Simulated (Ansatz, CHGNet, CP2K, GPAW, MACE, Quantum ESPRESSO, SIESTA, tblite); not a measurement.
## Finding the fault: Quantum ESPRESSO, random packing of P38S62 (at. %) (64 atoms)

Program: Quantum ESPRESSO 7.5, a calculation on a cell of 24 P and 40 S, 25.2 Å³ an atom.

File pw.in:

```
&control
  calculation = 'scf'
  pseudo_dir = './pseudo'
  outdir = './tmp'
  disk_io = 'none'
  tprnfor = .true.
  tstress = .true.
/
&system
  ibrav = 0
  nat = 64
  ntyp = 2
  ecutwfc = 45
  ecutrho = 360
  nosym = .true.
  occupations = 'smearing'
  smearing = 'fd'
  degauss = 0.003675
  nbnd = 72
/
&electrons
  conv_thr = 3.2e-07
  electron_maxstep = 50
  mixing_beta = 0.4
  mixing_mode = 'plain'
  diagonalization = 'david'
/
ATOMIC_SPECIES
P 30.974 P.upf
S 32.060 S.upf
CELL_PARAMETERS angstrom
11.72110 0.00000 0.00000
0.00000 11.72110 0.00000
0.00000 0.00000 11.72110
ATOMIC_POSITIONS crystal
P 0.76292 0.75897 0.44343
P 0.33098 0.20427 0.32643
P 0.00052 0.14374 0.75804
P 0.07822 0.42112 0.96907
P 0.70302 0.54932 0.97980
P 0.46399 0.56316 0.21088
P 0.75159 0.68446 0.24259
P 0.62815 0.20172 0.98840
P 0.99403 0.20937 0.99870
P 0.84546 0.56757 0.76567
[... 50 atom lines left out ...]
S 0.47253 0.05339 0.89890
S 0.85729 0.09384 0.38909
S 0.47114 0.40655 0.49593
S 0.90543 0.65851 0.01675
K_POINTS gamma
```

The run is started by

```bash
$ OMP_NUM_THREADS=1 mpirun -np 4 pw.x -in pw.in > output.txt
```

The program printed:

```text
Program PWSCF
     gamma-point specific algorithms are used
 %%%%%%%%%%%%%%%%%%%%%%%%%%%%%%%%%%%%%%%%%%%%%%%%%%%%%%%%%%%%%%%%%%%%%%%%%%%%%%
     Error in routine setup (1):
     too few bands
 %%%%%%%%%%%%%%%%%%%%%%%%%%%%%%%%%%%%%%%%%%%%%%%%%%%%%%%%%%%%%%%%%%%%%%%%%%%%%%
```

Wall time 0.59 s (4 MPI ranks of Arm Neoverse V2, shared host); peak memory 0.49 GiB.

Banners, paths, timers and routine set-up lines are dropped from the logs unmarked, and long logs keep their key lines alone; longer cuts are marked.

**Question.** Which part of the input is at fault, and how is it mended?

Too few bands: bands 72. Mend: ask for at least half as many bands as electrons, and some more for the smearing.

The program stopped at the start.

[Also dropped from logs without a mark: logging warnings of Python, and SIESTA's first energy breakdown and zero terms.]

[Logs are printed without paths, hosts, clocks, repeated set-up lines and the standing remarks that a program may print on its own settings, such as how far it seeks lower states.]

[Hosts, paths, dates, database ids (printed as entryN), source tags and the programs' standing remarks are cut or masked in the printed files.]
